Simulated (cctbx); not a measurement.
# Occupancies in Ba2NdCu3S7

Cell a = 4.5300 Å, b = 4.5490 Å, c = 13.7010 Å, α = 90.00°, β = 90.00°, γ = 90.00°; space group Pmmm (no. 47); nominal formula Ba2NdCu3S7.

Simulated single-crystal data (cctbx): Cu Kα, λ = 1.54184 Å, to d = 0.83 Å, 70 % of the full sphere, strongest reflection 20000 counts, noise from counting, a 1.5 % proportional error and a noise floor of 2 counts (s.d.); no absorption.

With every site full:

```text
Rint 0.021, 348 unique reflections to 0.83 A
cycle     R1     wR2    GooF  max shift (A)
   1  0.0735  0.1549   7.273   0.00203
   2  0.0108  0.0231   1.083   0.00000
final R1 0.0108 wR2 0.0231 GooF 1.083  parameters 29  data/parameter 12.0
atom        x        y        z      Ueq    occ   su(xyz)  su(Uiso or U11)
Nd1    0.50000  0.50000  0.50000   0.0109  1.000  0.00000  0.0002
Ba2    0.50000  0.50000  0.18078   0.0096  1.000  0.00002  0.0002
Cu1    0.00000  0.00000  0.00000   0.0127  1.000  0.00000  0.0005
Cu2    0.00000  0.00000  0.35256   0.0132  1.000  0.00005  0.0004
S1     0.50000  0.00000  0.00000   0.0117  1.000  0.00000  0.0008
S2     0.00000  0.50000  0.37403   0.0140  1.000  0.00009  0.0006
S3     0.50000  0.00000  0.37487   0.0167  1.000  0.00009  0.0006
S4     0.00000  0.00000  0.15895   0.0171  1.000  0.00009  0.0006
difference map: max 0.50 min -0.57 rms 0.11
Q1    0.0000  0.1849  0.5000    2    0.51  2.19 A from Cu2
Q2    0.5000  0.0000  0.0000    1    0.44  0.00 A from S1
Q3    0.5000  0.4033  0.1974    4    0.41  0.49 A from Ba2
Q4    0.0000  0.5000  0.2937    2    0.33  1.10 A from S2
Q5    0.5000  0.5000  0.0000    1    0.33  2.27 A from S1
Q6    0.5000  0.5000  0.1452    2    0.32  0.49 A from Ba2
```

With the occupancies of the suspect sites free, each still typed as its main element:

```text
Rint 0.021, 348 unique reflections to 0.83 A
cycle     R1     wR2    GooF  max shift (A)
   1  0.0325  0.0706   3.326   0.00022
   3  0.0096  0.0202   0.952   0.00003
final R1 0.0096 wR2 0.0202 GooF 0.951  parameters 31  data/parameter 11.2
atom        x        y        z      Ueq    occ   su(xyz)  su(Uiso or U11)
Nd1    0.50000  0.50000  0.50000   0.0100  0.987  0.00000  0.0002
Ba2    0.50000  0.50000  0.18079   0.0101  1.011  0.00002  0.0001
Cu1    0.00000  0.00000  0.00000   0.0126  1.000  0.00000  0.0005
Cu2    0.00000  0.00000  0.35257   0.0131  1.000  0.00005  0.0003
S1     0.50000  0.00000  0.00000   0.0116  1.000  0.00000  0.0007
S2     0.00000  0.50000  0.37404   0.0139  1.000  0.00008  0.0005
S3     0.50000  0.00000  0.37486   0.0165  1.000  0.00008  0.0005
S4     0.00000  0.00000  0.15897   0.0170  1.000  0.00008  0.0006
su of occupancy Nd1: 0.003
su of occupancy Ba2: 0.003
difference map: max 0.40 min -0.51 rms 0.10
Q1    0.0000  0.1855  0.5000    2    0.42  2.19 A from Cu2
Q2    0.0000  0.5000  0.2961    2    0.41  1.07 A from S2
Q3    0.1705  0.2019  0.1700    8    0.31  1.21 A from S4
Q4    0.5000  0.0000  0.0000    1    0.31  0.00 A from S1
Q5    0.2056  0.3351  0.3334    8    0.29  1.32 A from S2
Q6    0.0000  0.1414  0.3176    4    0.29  0.80 A from Cu2
```

**Question.** What is the disorder?

X-rays count electrons. Nd1 refines to 0.987(0.003), or 59.2 electrons; the site truly holds 0.7 Nd and 0.3 Ba, 58.8 electrons, which is 0.980 of Nd; Ba2 refines to 1.011(0.003), or 56.6 electrons; the site truly holds 0.85 Ba and 0.15 Nd, 56.6 electrons, which is 1.011 of Ba. A value under 1 can't tell vacancies from a lighter guest, and one over 1 needs a heavier guest; chemistry or a second radiation must settle which. Occupancy correlates with U and the scale, and the two elements' form factors differ in shape, so the match is approximate.

Freeing them takes R1 from 0.0108 to 0.0096 and GooF from 1.08 to 0.95.

This is a model crystal, built by substitution and not relaxed, with assumed displacement parameters.

[Middle refinement cycles are left out of these outputs.]

[Logs are printed without paths, hosts, clocks, repeated set-up lines and the standing remarks that a program may print on its own settings, such as how far it seeks lower states.]
